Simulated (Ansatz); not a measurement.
# Work function of Sc(0001): what the settings cost and change

Aim: the numerical settings behind the work function of Sc(0001), with the cost of each.

Method: plane-wave DFT, PBE, Ansatz PAW, in Ansatz 0.2.0.

### 1. The starting structure

The cell holds 7 atoms: 7 Sc. Cell: a = 3.310 Å, b = 3.310 Å, c = 33.828 Å, α = 90.0°, β = 90.0°, γ = 60.0°. Vacuum lies along c.

### 2. Slab, setting cutoff 200 eV

A work function rests on the faint tail of the density, so the SCF threshold is tight. The cutoff is raised first; then mesh and smearing are varied at the default cutoff.

Input file input.yaml:

```yaml
crystal:
  lattice:
    - [3.31, 0.0, 0.0]
    - [1.655, 2.8665440865, 0.0]
    - [0.0, 0.0, 33.82842]
  atoms:
    - { symbol: Sc, position: [0.0, 0.0, 0.2660484882] }
    - { symbol: Sc, position: [0.6666666667, 0.6666666667, 0.3440323255] }
    - { symbol: Sc, position: [0.0, 0.0, 0.4220161627] }
    - { symbol: Sc, position: [0.6666666667, 0.6666666667, 0.5] }
    - { symbol: Sc, position: [0.0, 0.0, 0.5779838373] }
    - { symbol: Sc, position: [0.6666666667, 0.6666666667, 0.6559676745] }
    - { symbol: Sc, position: [0.0, 0.0, 0.7339515118] }
kpoints:
  mp_grid: { grid: [14, 14, 1] }
hamiltonian:
  xc: pbe
scf:
  occupations: { method: fermi_dirac, width: 0.1 }
  convergence: { dr2_threshold: 1.0e-09 }
efield:
  axis: 3
  dipole_correction: true
  ramp_position: 0.97
  ramp_width: 0.06
basis:
  ecutwfc: "200 eV"
output:
  write_potential: true
  write_density: true
  volumetric_format: npy
  elf: true
```

Started as:

```bash
$ ansatz run input.yaml --threads 2 --pin off --max-ram 3072MiB --backend cpu --events-out ev --progress --plain --runs-dir out
```

Numbers of over 12 decimals in the logs are rounded to 6 here.

Output:

```text
Warning: basis.ecutwfc = 200 eV is below the records' recommended 420 eV, and the density's cutoff is lower with it unless basis.ecutrho_ratio is high enough to keep the records' density cutoff: compare with a run at a higher cutoff
Engine: ansatz 0.2.0, aarch64-unknown-linux-gnu
Pseudopotentials: kind: paw
Pseudopotential: Sc, paw, valence charge 11, recommended cutoff 420 eV (normal), Sc.paw.azcp
Functional definition: PBE
  parameter kappa = 0.804
  parameter beta = 0.066725
  exchange = pbe_x(kappa = kappa, mu = beta*pi^2/3)
  correlation = pbe_c(beta = beta)
Crystal: 7 atoms, lattice volume = 320.973 Å³
Basis set: ecut = 200 eV, 2071 PW (Γ)
Bands: 47, of which v1, the nominal top of the filled ones, is band 39 counted from 1 (38 counted from 0)
Symmetry: 6 space group operations
k-points: 24 of 196 (time reversal used)
Non-local potential: Sc, projectors of the file, l = 0: 3, l = 1: 2, l = 2: 3, l = 3: 1
PAW form: soft (Blöchl's): semilocal exchange-correlation on the pseudo side does not see the compensation charge
PAW one-centre angular grid: Sc, 590 points (default); XC on 64 Gauss nodes
Initial density: superposition of atomic densities (neutral atoms: chi_scale 0, normalization atom), corrected by the library's trained network
Initial wavefunctions: pseudopotential atomic-orbital guess
Functional: x = pbe(κ = 0.804, μ = 0.219515), c = pbe(β = 0.066725)
SCF iter   1: F=—  HF=-14933.523907 eV  |F-HF|=—  |Δ(HF+E_count)|=         —  Δρ=3.11e-2  dr2=1.47e0  ethr=1.77e-3  p=-0.000 e·Å  D=-3.82e-14 V/Å  ΔV_dip=0.00 eV  dr2_dipole=5.14e-7  V_vac-E_F(+/−)=3.29/3.29 eV  ⟨swp⟩=7.8  Hψ=11096  notcnv=0
efield: sawtooth ramp at fractional position 0.9700 (set: `efield.ramp_position`, or a place that a band, a saddle search or an elastic batch's reference lends), width 0.0600; the density the first Hamiltonian is built on has a dipole p = -0.000 e·Å; the dipole correction subtracts the counter field D = -3.82e-14 V/Å, which shifts the + side's vacuum level by +0.00 eV against the − side's; the planar-averaged density in the ramp window peaks in size at 2.8e-5 e/Å³
automatic band count: the SCF goes on with 55 bands, as 47 were too few: the levels above may hold too much charge
preconditioner: auto → LDOS  [metal: Δε(μ)=0.002 eV  Ē_g=2.660 eV  σ=0.100 eV  W_gap=0.00  n_scr=22 (ndim 8)  ℏωp=9.5 eV  f_vac=0.407  D(μ)=15.54/eV (n_scr^D=156)  β→1.0]
SCF iter   2: F=—  HF=-14932.981746 eV  |F-HF|=—  |Δ(HF+E_count)|=   5.42e-1  Δρ=1.51e-2  dr2=6.93e-1  ethr=1.77e-3  p=-0.000 e·Å  D=-4.29e-6 V/Å  ΔV_dip=0.00 eV  dr2_dipole=1.54e-6  V_vac-E_F(+/−)=3.68/3.68 eV  ⟨swp⟩=3.2  Hψ=3064  notcnv=0
SCF iter   3: F=—  HF=-14932.786498 eV  |F-HF|=—  |Δ(HF+E_count)|=   1.95e-1  Δρ=1.18e-3  dr2=7.38e-3  ethr=9.00e-4  p=0.000 e·Å  D=1.24e-8 V/Å  ΔV_dip=-0.00 eV  dr2_dipole=8.25e-8  V_vac-E_F(+/−)=3.63/3.63 eV  ⟨swp⟩=2.6  Hψ=2458  notcnv=0
SCF iter   4: F=—  HF=-14932.787356 eV  |F-HF|=—  |Δ(HF+E_count)|=   8.58e-4  Δρ=4.02e-4  dr2=3.04e-3  ethr=9.59e-6  p=0.000 e·Å  D=7.92e-8 V/Å  ΔV_dip=-0.00 eV  dr2_dipole=1.55e-9  V_vac-E_F(+/−)=3.68/3.68 eV  ⟨swp⟩=1.9  Hψ=1509  notcnv=0
SCF iter   5: F=—  HF=-14932.787348 eV  |F-HF|=—  |Δ(HF+E_count)|=   7.63e-6  Δρ=1.26e-4  dr2=1.30e-4  ethr=3.95e-6  p=-0.000 e·Å  D=-8.59e-8 V/Å  ΔV_dip=0.00 eV  dr2_dipole=1.19e-9  V_vac-E_F(+/−)=3.69/3.69 eV  ⟨swp⟩=1.2  Hψ=1325  notcnv=0
SCF iter   6: F=—  HF=-14932.787366 eV  |F-HF|=—  |Δ(HF+E_count)|=   1.77e-5  Δρ=5.43e-5  dr2=2.90e-5  ethr=1.68e-7  p=-0.000 e·Å  D=-5.11e-8 V/Å  ΔV_dip=0.00 eV  dr2_dipole=2.80e-11  V_vac-E_F(+/−)=3.70/3.71 eV  ⟨swp⟩=2.0  Hψ=1548  notcnv=0
SCF iter   7: F=—  HF=-14932.787371 eV  |F-HF|=—  |Δ(HF+E_count)|=   4.94e-6  Δρ=4.00e-5  dr2=1.14e-5  ethr=3.76e-8  p=0.000 e·Å  D=5.51e-9 V/Å  ΔV_dip=-0.00 eV  dr2_dipole=4.85e-12  V_vac-E_F(+/−)=3.71/3.71 eV  ⟨swp⟩=2.0  Hψ=1899  notcnv=0
SCF iter   8: F=—  HF=-14932.787370 eV  |F-HF|=—  |Δ(HF+E_count)|=   7.98e-7  Δρ=9.57e-6  dr2=5.69e-7  ethr=1.48e-8  p=-0.000 e·Å  D=-1.34e-8 V/Å  ΔV_dip=0.00 eV  dr2_dipole=1.57e-12  V_vac-E_F(+/−)=3.71/3.71 eV  ⟨swp⟩=2.3  Hψ=1933  notcnv=0
SCF iter   9: F=—  HF=-14932.787376 eV  |F-HF|=—  |Δ(HF+E_count)|=   5.75e-6  Δρ=3.31e-6  dr2=4.61e-8  ethr=7.39e-10  p=0.000 e·Å  D=1.85e-8 V/Å  ΔV_dip=-0.00 eV  dr2_dipole=9.86e-17  V_vac-E_F(+/−)=3.71/3.71 eV  ⟨swp⟩=2.0  Hψ=1667  notcnv=0
SCF iter  10: F=—  HF=-14932.787376 eV  |F-HF|=—  |Δ(HF+E_count)|=   3.71e-8  Δρ=1.32e-6  dr2=8.88e-9  ethr=5.99e-11  p=0.000 e·Å  D=3.13e-8 V/Å  ΔV_dip=-0.00 eV  dr2_dipole=1.01e-12  V_vac-E_F(+/−)=3.71/3.71 eV  ⟨swp⟩=2.1  Hψ=2111  notcnv=0
SCF iter  11: F=-14932.787376 eV  HF=-14932.787376 eV  |F-HF|=4.26e-10  |Δ(HF+E_count)|=   6.05e-9  Δρ=4.63e-7  dr2=9.74e-10  ethr=1.30e-12  p=0.000 e·Å  D=2.29e-8 V/Å  ΔV_dip=-0.00 eV  dr2_dipole=1.26e-13  V_vac-E_F(+/−)=3.71/3.71 eV  ⟨swp⟩=3.4  Hψ=4121  notcnv=0
WARN: efield: at this solve's end the planar-averaged density reaches 1.70e-5 e/Å³ inside the ramp window [0.9404, 0.0596] (bound 1e-5 e/Å³), and 1.36e-5 e/Å³ on another of its planes; the window's nearer edge stands 6.99 Å from this solve's nearest atom along the axis. Its work functions, free energy, forces, stress, dipole, levels and responses can be off, and this figure does not tell by how much. A short vacuum, a low `basis.ecutwfc` or `basis.ecutrho_ratio` and negative occupations (`scf.occupations.method`) can put density there. See the manual's quickstart, § The vacuum guard
SCF 1 converged in 11 iterations: F = -14932.787376 eV  dr2 = 9.74e-10
  greatest PAW one-centre occupation: 1.050 electrons in one spin orbital (limit 2), on the Sc atom at site 0 (counted from 0), in its partial waves of l = 1
WARN: The output density's exchange-correlation potential varies sharply where the density is thin. Do not read a vacuum level from v_tot or v_xc, or from such a field of the output density. On a cell that repeats whose density bears no net charge and no dipole along the vacuum's axis use v_es (v_loc + v_h of the components); under efield.dipole_correction with no amplitude use v_es + v_field, which holds any externa [...]
SCF converged after 11 iterations
Free energy (F): -14932.787376 eV
Harris-Foulkes:  -14932.787376 eV  (|F-HF|=4.26e-10)
Internal energy: -14932.275705 eV  (E = F + TS)
E sigma→0 (E₀):  -14932.531541 eV
Entropy (-TS):   -0.511671 eV (-73.096 meV/atom)
Fermi energy:    3.437122 eV
Dipole field:    D = -0.000000 V/Å  (p = -0.000001 e·Å, saw-weighted, corrected)
Work function:   Φ+ = 3.7134 eV   Φ− = 3.7144 eV
Levels:          The Fermi level and band energies are counted from a zero that moves with the ramp; work functions are not
Vacuum region:   at the solve's end the planar-averaged density reaches 1.70e-5 e/Å³ inside the ramp window [0.9404, 0.0596] (bound 1e-5 e/Å³), and 1.36e-5 e/Å³ on another of its planes
--- Per-component energies (eV) ---
  E_band       = -1667.715878
  E_kinetic    = 1843.462562
  E_local      = -72801.023920  (includes V_loc(G=0)·N_el)
  E_nonlocal   = 550.386727
  E_hartree    = 35230.397652
  E_xc         = -732.892653
  E_vxc        = -907.369808  (∫ρ·V_xc dr)
  E_paw        = -6679.791191  (= ΣΔE_a)
  E_vpaw       = -813.970560  (= ΣTr[D̂ρ^β])
  E_aug_tail   = -0.000284  (compensation charges beyond the density's cutoff)
  E_efield     = 0.000000  (sawtooth field / dipole correction)
  E_vefield    = 0.000000  (∫n·V_field dr)
  E_ewald      = 27657.185401
  E_smearing   = -0.511671  (= −TS)
  E_closure    = 0.000000  (closes the sum)
  Σ components = -14932.787376   (vs F -14932.787376, Δ=0.00e0)
--- Band table (eV; the first three rows and the last of 24) ---
  k-point 0: bands = [... 35 lower, 3.5156, 3.5501, 3.8678, 3.8722, 4.1095, 4.4469, 4.7719, 4.7719, ... 12 higher]
  k-point 1: bands = [... 35 lower, 3.5403, 3.5590, 3.8040, 3.8269, 4.0905, 4.4404, 4.6632, 4.6944, ... 12 higher]
  k-point 2: bands = [... 35 lower, 3.5207, 3.5417, 3.6100, 3.7441, 4.0427, 4.3972, 4.4213, 4.4667, ... 12 higher]
  k-point 23: bands = [... 35 lower, 2.9675, 3.0432, 3.1251, 3.1858, 3.3857, 3.5138, 3.6502, 3.8195, ... 12 higher]
```

It took 14 s on 2 threads of Arm Neoverse V2, shared host; peak memory 0.43 GiB; 27 s of CPU time.

This step gave:

```yaml
energy_at_zero_smearing: -14932.5315 eV
work_function_upper_face: 3.713 eV
```

Running mean over 2.638 Å of the planar mean; the ramp of the sawtooth is left out. The electron's electrostatic potential energy less the Fermi level by z:

```
z (Å)  electron's electrostatic potential energy less the Fermi level (eV)
    4                                                                 3.69
    5                                                                 3.65
    6                                                                 3.40
    7                                                                 1.89
    8                                                                -3.51
    9                                                                -5.60
   10                                                                -5.32
   11                                                                -5.21
   12                                                                -5.25
   13                                                                -5.29
   14                                                                -5.30
   15                                                                -5.30
   16                                                                -5.29
   17                                                                -5.29
   18                                                                -5.29
   19                                                                -5.30
   20                                                                -5.30
   21                                                                -5.29
   22                                                                -5.25
   23                                                                -5.21
   24                                                                -5.36
   25                                                                -5.56
   26                                                                -2.54
   27                                                                 2.37
   28                                                                 3.48
   29                                                                 3.66
   30                                                                 3.69
```

Valence density in the ca plane at fractional y = 0.000, with atoms of Sc within 0.2 Å of it. It is the smooth field of the valence electrons, not physical close to the nuclei.

Ten steps, logarithmic in the rise over the least value, from '0' (0.0 e/Å³) to '9' (7.1 e/Å³), each cell a mean:
```
89973222222224799852222222225899721000000000
67752222222222577632222222223677410000000000
34322222222222234322222222222343210000000000
22222222332222222222223332222222110000000000
22222222332222222222223332222222110000000000
22222222332222222222222322222222110000000000
56532222222222456422222222223565310000000000
79863222222223689742222222225898620000000000
99974222222224899952222222236999731000000000
```
Columns run along c (16.0 Å, from fractional 0.41 to 0.88 of the cell), rows up along a (3.3 Å). Atoms in or near the plane, at fractional coordinates: Sc at (0.42, 0.00), Sc at (0.58, 0.00), Sc at (0.73, 0.00).

Electrostatic potential energy in the ca plane at fractional y = 0.000, with atoms of Sc within 0.2 Å of it. With pseudopotentials it is smooth inside the atoms' cores, unlike the true potential.

Ten even steps from '0' (-58 eV) to '9' (7 eV), each cell a mean:
```
20048999999997400268999999986201589999999999
64578999999998744689999999997545789999999999
87889999889999887899998889999878899999999999
99999998778999999999988789999999999999999999
99999998778999999999987788999999999999999999
88899998888999988899998889999888999999999999
76679999999999766789999999998766789999999999
31258999999998521479999999987312689999999999
10047999999997300168999999985100479999999999
```
Columns run along c (16.0 Å, from fractional 0.41 to 0.88 of the cell; values clipped at the 3rd and 97th percentile), rows up along a (3.3 Å). Atoms in or near the plane, at fractional coordinates: Sc at (0.42, 0.00), Sc at (0.58, 0.00), Sc at (0.73, 0.00).

ELF in the ca plane at fractional y = 0.000, with atoms of Sc within 0.2 Å of it. It is the smooth field of the valence electrons, not physical close to the nuclei.

Values, 5 rows by 16 columns, each cell a mean:
```
0.60 0.35 0.44 0.49 0.28 0.54 0.45 0.37 0.50 0.41 0.43 0.58 0.07 0.04 0.00 0.00
0.20 0.24 0.21 0.12 0.29 0.20 0.21 0.26 0.11 0.26 0.23 0.20 0.21 0.08 0.00 0.00
0.23 0.35 0.18 0.13 0.32 0.27 0.31 0.25 0.14 0.23 0.34 0.25 0.37 0.10 0.00 0.00
0.35 0.22 0.27 0.19 0.27 0.29 0.25 0.29 0.19 0.30 0.25 0.31 0.14 0.07 0.00 0.00
0.51 0.40 0.51 0.60 0.30 0.52 0.48 0.40 0.62 0.44 0.46 0.54 0.08 0.03 0.00 0.00
```
Columns run along c (16.0 Å, from fractional 0.41 to 0.88 of the cell), rows up along a (3.3 Å). Atoms in or near the plane, at fractional coordinates: Sc at (0.42, 0.00), Sc at (0.58, 0.00), Sc at (0.73, 0.00).

The work function is 3.713 eV.

### 3. Run

input.yaml, as its differences from that of step 2:

```diff
@@ -26,3 +26,3 @@
 basis:
-  ecutwfc: "200 eV"
+  ecutwfc: "300 eV"
 output:
@@ -31,2 +31 @@
   volumetric_format: npy
-  elf: true
```

Output:

```text
[...]
Crystal: 7 atoms, lattice volume = 320.973 Å³
Basis set: ecut = 300 eV, 3839 PW (Γ)
Bands: 47, of which v1, the nominal top of the filled ones, is band 39 counted from 1 (38 counted from 0)
Symmetry: 6 space group operations
k-points: 24 of 196 (time reversal used)
[...]
k-point 0: bands = [... 35 lower, 3.5193, 3.5214, 3.8344, 3.9269, 4.1691, 4.4991, 4.7962, 4.7962, ... 12 higher]
  k-point 1: bands = [... 35 lower, 3.5277, 3.5325, 3.7570, 3.8738, 4.1361, 4.4791, 4.6709, 4.6979, ... 12 higher]
  k-point 2: bands = [... 35 lower, 3.4997, 3.5082, 3.5883, 3.7710, 4.0684, 4.3971, 4.4206, 4.4645, ... 12 higher]
  k-point 23: bands = [... 35 lower, 2.9806, 3.0268, 3.1396, 3.1932, 3.3986, 3.5296, 3.6487, 3.8203, ... 12 higher]
[key lines of the parts left out:]
SCF converged after 10 iterations
Free energy (F): -14949.219016 eV
Fermi energy:    3.427505 eV
Dipole field:    D = 0.000000 V/Å  (p = 0.000001 e·Å, saw-weighted, corrected)
Work function:   Φ+ = 3.6468 eV   Φ− = 3.6469 eV
```

It took 20 s on 2 threads; peak memory 0.56 GiB.

The work function is 3.647 eV, -0.067 eV from the run “cutoff 200 eV”, at 1.5 times its CPU time.

### 4. Run

input.yaml, as its differences from that of step 3:

```diff
@@ -26,3 +26,3 @@
 basis:
-  ecutwfc: "300 eV"
+  ecutwfc: "420 eV"
 output:
```

Output:

```text
[...]
Crystal: 7 atoms, lattice volume = 320.973 Å³
Basis set: ecut = 420 eV, 6413 PW (Γ)
Bands: 47, of which v1, the nominal top of the filled ones, is band 39 counted from 1 (38 counted from 0)
Symmetry: 6 space group operations
k-points: 24 of 196 (time reversal used)
[...]
k-point 0: bands = [... 35 lower, 3.5195, 3.5220, 3.8338, 3.9277, 4.1705, 4.5001, 4.7979, 4.7979, ... 12 higher]
  k-point 1: bands = [... 35 lower, 3.5276, 3.5327, 3.7558, 3.8740, 4.1374, 4.4799, 4.6723, 4.6992, ... 12 higher]
  k-point 2: bands = [... 35 lower, 3.4993, 3.5074, 3.5882, 3.7722, 4.0694, 4.3986, 4.4223, 4.4658, ... 12 higher]
  k-point 23: bands = [... 35 lower, 2.9804, 3.0280, 3.1397, 3.1933, 3.3987, 3.5293, 3.6490, 3.8203, ... 12 higher]
[key lines of the parts left out:]
SCF converged after 10 iterations
Free energy (F): -14949.386588 eV
Fermi energy:    3.428108 eV
Dipole field:    D = -0.000000 V/Å  (p = -0.000000 e·Å, saw-weighted, corrected)
Work function:   Φ+ = 3.6468 eV   Φ− = 3.6468 eV
```

The job ended after 30 s (2 threads; peak memory 0.79 GiB).

The work function is 3.647 eV, -0.067 eV from the run “cutoff 200 eV”, at 2.2 times its CPU time.

### 5. Run

input.yaml, as its differences from that of step 4:

```diff
@@ -26,3 +26,3 @@
 basis:
-  ecutwfc: "420 eV"
+  ecutwfc: "600 eV"
 output:
```

Output:

```text
[...]
Crystal: 7 atoms, lattice volume = 320.973 Å³
Basis set: ecut = 600 eV, 10803 PW (Γ)
Bands: 47, of which v1, the nominal top of the filled ones, is band 39 counted from 1 (38 counted from 0)
Symmetry: 6 space group operations
k-points: 24 of 196 (time reversal used)
[...]
k-point 0: bands = [... 35 lower, 3.5194, 3.5219, 3.8338, 3.9276, 4.1704, 4.5000, 4.7978, 4.7978, ... 12 higher]
  k-point 1: bands = [... 35 lower, 3.5275, 3.5326, 3.7557, 3.8740, 4.1373, 4.4798, 4.6721, 4.6991, ... 12 higher]
  k-point 2: bands = [... 35 lower, 3.4992, 3.5073, 3.5881, 3.7721, 4.0694, 4.3985, 4.4222, 4.4657, ... 12 higher]
  k-point 23: bands = [... 35 lower, 2.9804, 3.0279, 3.1396, 3.1932, 3.3986, 3.5292, 3.6490, 3.8202, ... 12 higher]
[key lines of the parts left out:]
SCF converged after 10 iterations
Free energy (F): -14949.392419 eV
Fermi energy:    3.428039 eV
Dipole field:    D = -0.000000 V/Å  (p = -0.000001 e·Å, saw-weighted, corrected)
Work function:   Φ+ = 3.6468 eV   Φ− = 3.6468 eV
```

Run time: 53 s. Hardware: 2 threads; peak memory 1.2 GiB; 1.7 min of CPU time.

The work function is 3.647 eV, +0.000 eV from the run “cutoff 420 eV”, at 1.8 times its CPU time.

### 6. Run

input.yaml, as its differences from that of step 5:

```diff
@@ -14,3 +14,3 @@
 kpoints:
-  mp_grid: { grid: [14, 14, 1] }
+  mp_grid: { grid: [2, 2, 1] }
 hamiltonian:
@@ -25,4 +25,2 @@
   ramp_width: 0.06
-basis:
-  ecutwfc: "600 eV"
 output:
```

Output:

```text
[...]
Crystal: 7 atoms, lattice volume = 320.973 Å³
Basis set: ecut = 420 eV, 6413 PW (Γ)
Bands: 47, of which v1, the nominal top of the filled ones, is band 39 counted from 1 (38 counted from 0)
Symmetry: 6 space group operations
k-points: 2 of 4
[...]
Fermi energy:    3.323208 eV
Dipole field:    D = -0.000001 V/Å  (p = -0.000001 e·Å, saw-weighted, corrected)
Work function:   Φ+ = 3.9196 eV   Φ− = 3.9196 eV
[...]
--- Band table (eV) ---
  k-point 0: bands = [... 35 lower, 3.3095, 3.3118, 3.8204, 3.9399, 4.1956, 4.5268, 4.8554, 4.8985, ... 4 higher]
  k-point 1: bands = [... 35 lower, 2.8477, 3.0324, 3.1823, 3.1905, 3.3662, 3.3765, 3.8354, 3.8362, ... 4 higher]
[key lines of the parts left out:]
SCF converged after 13 iterations
Free energy (F): -14951.443214 eV
```

It took 1.9 s on 2 threads; peak memory 0.46 GiB; 3.3 s of CPU time.

The work function is 3.920 eV, +0.273 eV from the run “cutoff 420 eV”, at 0.057 times its CPU time.

### 7. Run

input.yaml, as its differences from that of step 6:

```diff
@@ -14,3 +14,3 @@
 kpoints:
-  mp_grid: { grid: [2, 2, 1] }
+  mp_grid: { grid: [5, 5, 1] }
 hamiltonian:
```

Output:

```text
[...]
Crystal: 7 atoms, lattice volume = 320.973 Å³
Basis set: ecut = 420 eV, 6413 PW (Γ)
Bands: 47, of which v1, the nominal top of the filled ones, is band 39 counted from 1 (38 counted from 0)
Symmetry: 6 space group operations
k-points: 5 of 25 (time reversal used)
[...]
k-point 0: bands = [... 35 lower, 3.5305, 3.5331, 3.8285, 3.9251, 4.1690, 4.4968, 4.8038, 4.8038, ... 4 higher]
  k-point 1: bands = [... 35 lower, 3.3544, 3.4056, 3.5128, 3.7044, 3.9939, 4.1437, 4.1769, 4.2340, ... 4 higher]
  k-point 2: bands = [... 35 lower, 2.9122, 3.0572, 3.2184, 3.3205, 3.4357, 3.4660, 3.8352, 3.8442, ... 4 higher]
  k-point 4: bands = [... 35 lower, 2.9901, 3.0506, 3.2073, 3.2244, 3.4368, 3.4942, 3.8817, 3.8953, ... 4 higher]
[key lines of the parts left out:]
SCF converged after 10 iterations
Free energy (F): -14949.384232 eV
Fermi energy:    3.422439 eV
Dipole field:    D = -0.000002 V/Å  (p = -0.000003 e·Å, saw-weighted, corrected)
Work function:   Φ+ = 3.6515 eV   Φ− = 3.6514 eV
```

Wall time 5.2 s (2 threads); peak memory 0.49 GiB.

The work function is 3.651 eV, +0.005 eV from the run “cutoff 420 eV”, at 0.17 times its CPU time.

(Continued in part 2 of 2.)

[Logs are printed without paths, hosts, clocks, repeated set-up lines and the standing remarks that a program may print on its own settings, such as how far it seeks lower states.]

[Hosts, paths, dates, database ids (printed as entryN), source tags and the programs' standing remarks are cut or masked in the printed files.]

[Maps of the electrostatic potential energy from Ansatz leave out the sawtooth potential of an applied field or a dipole correction, so their vacuum need not be flat; planar profiles and work functions include it.]
